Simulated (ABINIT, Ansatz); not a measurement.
# Er (P6_3/mmc): phonons by linear response, part 2 of 4

Aim: the phonon dispersion of Er (P6_3/mmc), checked by a second program.

ABINIT 10.8.3; DFT PBEsol, scalar-relativistic, plane waves, PseudoDojo norm-conserving, 4f in core pseudopotentials (the lanthanide files made for PBE).

So far. Step 3 (Relaxing the cell and atoms): The volume changes by -5.2 % in this run and stands -5.2 % from the first cell. Step 4 (Ground state): The cell stands at -1.2 GPa: the relaxation ran with a smoothed and higher cutoff, and the difference is a stress of the finite basis. The relaxed cell has a = 3.502, c = 5.467 Å (conventional setting).

**5. Zone-centre response**

At q = 0 one unit cell holds all displacements. The response is solved for single atoms along the cell's directions, and symmetry skips those that follow from others. The crystal is treated as a metal, which screens a static field, so no field response is asked.

dfpt_gamma.abi reads:

```

# common to the responses
getwfk_filepath "gso_WFK"
kptopt 2
nqpt 1
qpt 0.0 0.0 0.0
asr 0
chneut 0

# displacements
rfphon 1
rfatpol 1 2
rfdir 1 1 1
tolvrs 1.0d-10
prtwf 0
prtpot 1

# basis, mesh and filling
ecut 22.0
ixc -116133
ngkpt 9 9 6
nshiftk 1
shiftk 0.0 0.0 0.0
istwfk *1
occopt 7
tsmear 0.01
nband 18
nstep 100
diemac 1000000.0
prtebands 0
prtgsr 0

# cell and atoms
acell 6.618041909 6.618041909 10.33195649
rprim 
    1.0 0.0 0.0
    -0.5 0.8660254038 0.0
    0.0 0.0 1.0
ntypat 1
znucl 68
natom 2
typat 1 1
xred 
    1/3 2/3 0.25
    2/3 1/3 0.75
pp_dirpath "./pseudo"
pseudos "Er.upf"
```

Started as:

```bash
OMP_NUM_THREADS=1 mpirun -n 4 abinit dfpt_gamma.abi > dfpt_gamma.log
```

Numbers of over 12 decimals in the logs are rounded to 6 here.

dfpt_gamma.abo, the main output file:

```text
[banners, grids, parts of the stress and lines that vanish by symmetry left out]
- input  file    -> dfpt_gamma.abi
- output file    -> dfpt_gamma.abo
- root for input  files -> dfpt_gammai
- root for output files -> dfpt_gammao

 Symmetries : space group P6_3/m m c (#194); Bravais hP (primitive hexag.)
================================================================================
 Values of the parameters that define the memory need of the present run (RF).
     intxc =       0      iscf =       7    lmnmax =       7     lnmax =       7
     mgfft =      45  mpssoang =       4    mqgrid =    3001     natom =       2
  nloc_mem =       1    nspden =       1   nspinor =       1    nsppol =       1
      nsym =      24    n1xccc =    2501    ntypat =       1    occopt =       7
   xclevel =       2
-    mband =          18        mffmem =           1         mkmem =          61
-   mkqmem =          61        mk1mem =          61           mpw =        1956
      nfft =       40500          nkpt =         244
- my_mband =          18
================================================================================
================================================================================

--------------------------------------------------------------------------------
------------- Echo of variables that govern the present computation ------------
--------------------------------------------------------------------------------
-
- outvars: echo of selected default values
-   iomode0 =  0 , fftalg0 =312 , wfoptalg0 =  0
-
- outvars: echo of global parameters not present in the input file
-  max_nthreads =    1
-
 -outvars: echo values of preprocessed input variables
 [... echo left out ...]
================================================================================

 chkinp: Checking input parameters for consistency.

[...]
== DATASET  1 ==================================================================
-   mpi_nproc: 4, omp_nthreads: 1 (-1 if OMP is not activated)

--- !DatasetInfo
iteration_state: {dtset: 1, }
dimensions: {natom: 2, nkpt: 244, mband: 18, nsppol: 1, nspinor: 1, nspden: 1, mpw: 1956, }
cutoff_energies: {ecut:  22.0, pawecutdg:  -1.0, }
electrons: {nelect:   2.20000000E+01, charge:   0.00000000E+00, occopt:   7.00000000E+00, tsmear:   1.00000000E-02, }
meta: {optdriver: 1, rfphon: 1, }
...

 mkfilename: getwfk from: gso_WFK

 Real(R)+Recip(G) space primitive vectors, cartesian coordinates (Bohr,Bohr^-1):
 R(1)=  6.6180419  0.0000000  0.0000000  G(1)=  0.1511021  0.0872388  0.0000000
 R(2)= -3.3090210  5.7313924  0.0000000  G(2)=  0.0000000  0.1744777  0.0000000
 R(3)=  0.0000000  0.0000000 10.3319565  G(3)=  0.0000000  0.0000000  0.0967871
 Unit cell volume ucvol=  3.9189726E+02 bohr^3
 Angles (23,13,12)=  9.00000000E+01  9.00000000E+01  1.20000000E+02 degrees
 setup1 : take into account q-point for computing boxcut.

 getcut: wavevector=  0.0000  0.0000  0.0000  ngfft=  30  30  45
         ecut(hartree)=     22.000   => boxcut(ratio)=   2.01694

--- Pseudopotential description ------------------------------------------------
- pspini: atom type   1  psp file is ./pseudo/Er.upf

   1.24190340E+03                                ecore*ucvol(ha*bohr**3)
--------------------------------------------------------------------------------

 ==>  initialize data related to q vector <==

 The list of irreducible perturbations for this q vector is:
    1)    idir= 1    ipert=   1
    2)    idir= 3    ipert=   1

[...]
The perturbation idir=   2  ipert=   1 is
 symmetric of a previously calculated perturbation.
 So, its SCF calculation is not needed.

 The perturbation idir=   1  ipert=   2 is
 symmetric of a previously calculated perturbation.
 So, its SCF calculation is not needed.

 The perturbation idir=   2  ipert=   2 is
 symmetric of a previously calculated perturbation.
 So, its SCF calculation is not needed.

 The perturbation idir=   3  ipert=   2 is
 symmetric of a previously calculated perturbation.
 So, its SCF calculation is not needed.

--------------------------------------------------------------------------------
 Perturbation wavevector (in red.coord.)   0.000000  0.000000  0.000000
 Perturbation : displacement of atom   1   along direction   1
 Found     2 symmetries that leave the perturbation invariant.

[...]
dfpt_looppert : total number of electrons, from k and k+q
  fully or partially occupied states are    2.200000E+01 and    2.200000E+01.
 Initialisation of the first-order wave-functions :
  ireadwf=   0

--- !BeginCycle
iteration_state: {dtset: 1, }
solver: {iscf: 7, nstep: 100, nline: 4, wfoptalg: 0, }
tolerances: {tolvrs: 1.00E-10, }
...

     iter   2DEtotal(Ha)        deltaE(Ha) residm    vres2
-ETOT  1  0.972335     -9.875E+02 1.118E+00 7.318E+01
 ETOT  2  0.625794     -3.465E-01 1.737E-01 7.382E+00
 ETOT  3  0.618521     -7.273E-03 2.253E-02 5.834E-02
 ETOT  4  0.618504     -1.709E-05 1.024E-02 1.134E-03
 ETOT  5  0.618504     -6.292E-07 2.452E-03 3.202E-04
[...]
At SCF step    9       vres2   =  1.12E-11 < tolvrs=  1.00E-10 =>converged.
[...]
Mean square residual over all n,k,spin=   49.780E-09; max=  13.026E-05

 Thirteen components of 2nd-order total energy (hartree) are
 1,2,3: 0th-order hamiltonian combined with 1st-order wavefunctions
     kin0=   6.76007016E+02 eigvalue=   1.34938107E+02  local=  -3.75895990E+02
 4,5,6: 1st-order hamiltonian combined with 1st and 0th-order wfs
 loc psp =  -1.38956984E+03  Hartree=   3.46607157E+02     xc=  -8.22942772E+01
 note that "loc psp" includes a xc core correction that could be resolved
 7,8,9: eventually, occupation + non-local contributions
    edocc=   1.47895839E+02     enl0=   1.40613166E+02   enl1=  -5.86172194E+02
 1-9 gives the relaxation energy (to be shifted if some occ is /=2.0)
   erelax=  -9.87871018E+02
 10,11,12 Non-relaxation  contributions : frozen-wavefunctions and Ewald
 fr.local=   6.59612315E+02 fr.nonlo=   2.92962393E+02  Ewald=   9.54536240E+00
 13,14 Frozen wf xc core corrections (1) and (2)
 frxc 1  =  -1.46878275E+02  frxc 2 =   1.73247726E+02
 Resulting in :
 2DEtotal=    0.6185036196E+00 Ha. Also 2DEtotal=    0.168303408873E+02 eV
    (2DErelax=   -9.8787101783E+02 Ha. 2DEnonrelax=    9.8848952145E+02 Ha)
    (  non-var. 2DEtotal :    6.1850370684E-01 Ha)

[...]
Perturbation wavevector (in red.coord.)   0.000000  0.000000  0.000000
 Perturbation : displacement of atom   1   along direction   3
 Found     6 symmetries that leave the perturbation invariant.

--------------------------------------------------------------------------------

--------------------------------------------------------------------------------

 dfpt_looppert : total number of electrons, from k and k+q
  fully or partially occupied states are    2.200000E+01 and    2.200000E+01.
 Initialisation of the first-order wave-functions :
  ireadwf=   0

--- !BeginCycle
iteration_state: {dtset: 1, }
solver: {iscf: 7, nstep: 100, nline: 4, wfoptalg: 0, }
tolerances: {tolvrs: 1.00E-10, }
...

     iter   2DEtotal(Ha)        deltaE(Ha) residm    vres2
-ETOT  1   20.684961984839     -2.703E+03 2.217E+00 5.847E+04
[...]
ETOT  9   4.616207     -2.433E-10 1.430E-07 1.206E-09
 ETOT 10   4.616207     -2.092E-11 2.008E-08 5.359E-12

 At SCF step   10       vres2   =  5.36E-12 < tolvrs=  1.00E-10 =>converged.
[...]
Mean square residual over all n,k,spin=   41.071E-12; max=  20.083E-09

 Thirteen components of 2nd-order total energy (hartree) are
 1,2,3: 0th-order hamiltonian combined with 1st-order wavefunctions
     kin0=   1.67099864E+03 eigvalue=   3.27416821E+02  local=  -9.29726974E+02
 4,5,6: 1st-order hamiltonian combined with 1st and 0th-order wfs
 loc psp =  -4.02987898E+03  Hartree=   1.16720865E+03     xc=  -2.04187205E+02
 note that "loc psp" includes a xc core correction that could be resolved
 7,8,9: eventually, occupation + non-local contributions
    edocc=   3.47830478E+02     enl0=   3.39750664E+02   enl1=  -1.40870318E+03
 1-9 gives the relaxation energy (to be shifted if some occ is /=2.0)
   erelax=  -2.71929108E+03
 10,11,12 Non-relaxation  contributions : frozen-wavefunctions and Ewald
 fr.local=   1.58476789E+03 fr.nonlo=   7.07130128E+02  Ewald=   3.67649551E+02
 13,14 Frozen wf xc core corrections (1) and (2)
 frxc 1  =  -3.58144176E+02  frxc 2 =   4.22503890E+02
 Resulting in :
 2DEtotal=    0.4616207324E+01 Ha. Also 2DEtotal=    0.125613400482E+03 eV
    (2DErelax=   -2.7192910779E+03 Ha. 2DEnonrelax=    2.7239072852E+03 Ha)
    (  non-var. 2DEtotal :    4.6162077973E+00 Ha)

[...]
---- first-order wavefunction calculations are completed ----

 ==> Compute Derivative Database <==

 [... matrices left out ...]
  Phonon wavevector (reduced coordinates) :  0.00000  0.00000  0.00000
 Phonon energies in Hartree :
  -1.376016E-05 -1.376016E-05  2.263963E-05  3.048588E-04  3.048588E-04
   5.321160E-04
 Phonon frequencies in cm-1    :
- -3.020006E+00 -3.020006E+00  4.968824E+00  6.690877E+01  6.690877E+01
-  1.167860E+02

== END DATASET(S) ==============================================================
================================================================================

 -outvars: echo values of variables after computation
            acell      6.6180419090E+00  6.6180419090E+00  1.0331956490E+01 Bohr
           etotal      4.6162073239E+00
            fcart      0.0000000000E+00  0.0000000000E+00  0.0000000000E+00
           strten      0.0000000000E+00  0.0000000000E+00  0.0000000000E+00
================================================================================
```

Wall time 69 s (4 MPI ranks of Arm Neoverse V1, shared host).

Read from the output:

```yaml
largest_acoustic_frequency_at_the_zone_centre_before_the_sum_rule: 4.97 cm⁻¹
highest_optical_zone_centre_mode_no_lo_to_term: 116.8 cm⁻¹
lowest_optical_zone_centre_mode: 66.91 cm⁻¹
```

The acoustic modes at Γ come out as far as 5.0 cm⁻¹ from zero, where they should vanish, a small numerical error.

**6. Linear response on the mesh**

Linear response treats each wavevector of the 3×3×2 mesh in the unit cell; the first-order potentials are kept for the electron-phonon matrix elements.

dfpt_q.abi reads:

```
ndtset 5

# wavevectors
qpt1 0.3333333333 0.0 0.0
qpt2 0.3333333333 0.3333333333 0.0
qpt3 0.0 0.0 0.5
qpt4 0.3333333333 0.0 0.5
qpt5 0.3333333333 0.3333333333 0.5

# displacements
getwfk_filepath "gso_WFK"
getwfq_filepath "gso_WFK"
kptopt 3
nqpt 1
rfphon 1
rfatpol 1 2
rfdir 1 1 1
tolvrs 1.0d-10
prtwf 0
prtpot 1

# basis, mesh and filling
ecut 22.0
ixc -116133
ngkpt 9 9 6
nshiftk 1
shiftk 0.0 0.0 0.0
istwfk *1
occopt 7
tsmear 0.01
nband 18
nstep 100
diemac 1000000.0
prtebands 0
prtgsr 0

# cell and atoms
acell 6.618041909 6.618041909 10.33195649
rprim 
    1.0 0.0 0.0
    -0.5 0.8660254038 0.0
    0.0 0.0 1.0
ntypat 1
znucl 68
natom 2
typat 1 1
xred 
    1/3 2/3 0.25
    2/3 1/3 0.75
pp_dirpath "./pseudo"
pseudos "Er.upf"
```

Started as:

```bash
OMP_NUM_THREADS=1 mpirun -n 4 abinit dfpt_q.abi > dfpt_q.log
```

dfpt_q.abo, the main output file:

```text
[banners, grids, parts of the stress and lines that vanish by symmetry left out]
- input  file    -> dfpt_q.abi
- output file    -> dfpt_q.abo
- root for input  files -> dfpt_qi
[...]
DATASET    1 : space group P6_3/m m c (#194); Bravais hP (primitive hexag.)
[...]
nfft =       40500          nkpt =         486
[...]
DATASET    2 : space group P6_3/m m c (#194); Bravais hP (primitive hexag.)
[...]
nfft =       40500          nkpt =         486
[...]
DATASET    3 : space group P6_3/m m c (#194); Bravais hP (primitive hexag.)
[...]
nfft =       40500          nkpt =         486
[...]
DATASET    4 : space group P6_3/m m c (#194); Bravais hP (primitive hexag.)
[...]
nfft =       40500          nkpt =         486
[...]
DATASET    5 : space group P6_3/m m c (#194); Bravais hP (primitive hexag.)
[...]
nfft =       40500          nkpt =         486
[...]
== DATASET  1 ==================================================================
[...]
cutoff_energies: {ecut:  22.0, pawecutdg:  -1.0, }
[...]
Perturbation : displacement of atom   1   along direction   1
[...]
-ETOT  1   26.020863027203     -1.122E+03 1.345E+00 2.236E+05
 ETOT  2   41.520462551472      1.550E+01 1.141E+00 3.763E+05
 ETOT  3   2.262998     -3.926E+01 2.138E-01 7.859E+02
 ETOT  4   2.164298     -9.870E-02 2.645E-02 6.462E+00
 ETOT  5   2.162222     -2.076E-03 2.285E-02 2.700E-01
[...]
At SCF step   12       vres2   =  6.09E-11 < tolvrs=  1.00E-10 =>converged.
[...]
Perturbation : displacement of atom   1   along direction   2
[...]
-ETOT  1   1.902627     -1.006E+03 1.104E+00 5.885E+01
[...]
At SCF step   10       vres2   =  2.45E-12 < tolvrs=  1.00E-10 =>converged.
[...]
Perturbation : displacement of atom   1   along direction   3
[...]
-ETOT  1   9.332860     -2.579E+03 2.236E+00 9.037E+03
[...]
At SCF step   13       vres2   =  2.28E-13 < tolvrs=  1.00E-10 =>converged.
[...]
Phonon wavevector (reduced coordinates) :  0.33333  0.00000  0.00000
 Phonon energies in Hartree :
[...]
Phonon frequencies in cm-1    :
-  5.220253E+01  5.588338E+01  8.741430E+01  9.181375E+01  9.718652E+01
-  1.123845E+02
[...]
== DATASET  2 ==================================================================
[...]
cutoff_energies: {ecut:  22.0, pawecutdg:  -1.0, }
[...]
Perturbation : displacement of atom   1   along direction   1
[...]
-ETOT  1   6.875002     -1.106E+03 3.262E+00 1.441E+04
[...]
At SCF step   10       vres2   =  7.73E-11 < tolvrs=  1.00E-10 =>converged.
[...]
Perturbation : displacement of atom   1   along direction   3
[...]
-ETOT  1   6.421513     -2.525E+03 4.768E+00 1.205E+03
[...]
At SCF step    9       vres2   =  9.94E-12 < tolvrs=  1.00E-10 =>converged.
[...]
Phonon wavevector (reduced coordinates) :  0.33333  0.33333  0.00000
 Phonon energies in Hartree :
[...]
Phonon frequencies in cm-1    :
-  8.275946E+01  8.275946E+01  8.515754E+01  8.515754E+01  9.779393E+01
-  1.063758E+02
[...]
== DATASET  3 ==================================================================
[...]
cutoff_energies: {ecut:  22.0, pawecutdg:  -1.0, }
[...]
- 68.00000  11.00000  180302                  znucl, zion, pspdat
[...]
Perturbation : displacement of atom   1   along direction   1
[...]
-ETOT  1   5.080226     -1.103E+03 2.056E+00 6.983E+03
[...]
At SCF step   10       vres2   =  2.34E-11 < tolvrs=  1.00E-10 =>converged.
[...]
Perturbation : displacement of atom   1   along direction   3
[...]
-ETOT  1   11.212156622241     -2.543E+03 2.209E+00 1.546E+04
[...]
ETOT  9   4.626431     -9.732E-11 4.224E-01 3.129E-09
 ETOT 10   4.626431     -1.683E-11 3.474E+00 3.746E-11
 At SCF step   10       vres2   =  3.75E-11 < tolvrs=  1.00E-10 =>converged.
[...]
Phonon wavevector (reduced coordinates) :  0.33333  0.33333  0.50000
 Phonon energies in Hartree :
[...]
Phonon frequencies in cm-1    :
-  5.012495E+01  5.012495E+01  9.954860E+01  9.954860E+01  1.053653E+02
-  1.053653E+02
[...]
strten3     0.0000000000E+00  0.0000000000E+00  0.0000000000E+00
           
================================================================================
```

Run time: 25 min. Hardware: 4 MPI ranks; 1.7 h of CPU time.

Read from the output:

```yaml
lowest_mode_on_the_q_mesh_acoustic_ones_at_the_zone_centre_apart: 48.95 cm⁻¹
```

Frequencies (cm⁻¹) before the sum rule at the irreducible wavevectors but Γ, which is solved apart; negative means imaginary. Frequencies by wavevector:

| q (fractions) | star | mode 1 | mode 2 | mode 3 | mode 4 | mode 5 | mode 6 |
| --- | --- | --- | --- | --- | --- | --- | --- |
| 0.3333 0 0 | 6 | 52.2 | 55.88 | 87.41 | 91.81 | 97.19 | 112.4 |
| 0.3333 0.3333 0 | 2 | 82.76 | 82.76 | 85.16 | 85.16 | 97.79 | 106.4 |
| 0 0 0.5 | 1 | 48.95 | 48.95 | 48.95 | 48.95 | 84.51 | 84.51 |
| 0.3333 0 0.5 | 6 | 66.86 | 66.87 | 71.91 | 71.91 | 104.1 | 104.1 |
| 0.3333 0.3333 0.5 | 2 | 50.12 | 50.12 | 99.55 | 99.55 | 105.4 | 105.4 |

(Continued in part 3 of 4.)

[Host names and launcher messages were left out of these logs when they were recorded.]

[Logs are printed without paths, hosts, clocks, repeated set-up lines and the standing remarks that a program may print on its own settings, such as how far it seeks lower states.]

[Hosts, paths, dates, database ids (printed as entryN), source tags and the programs' standing remarks are cut or masked in the printed files.]
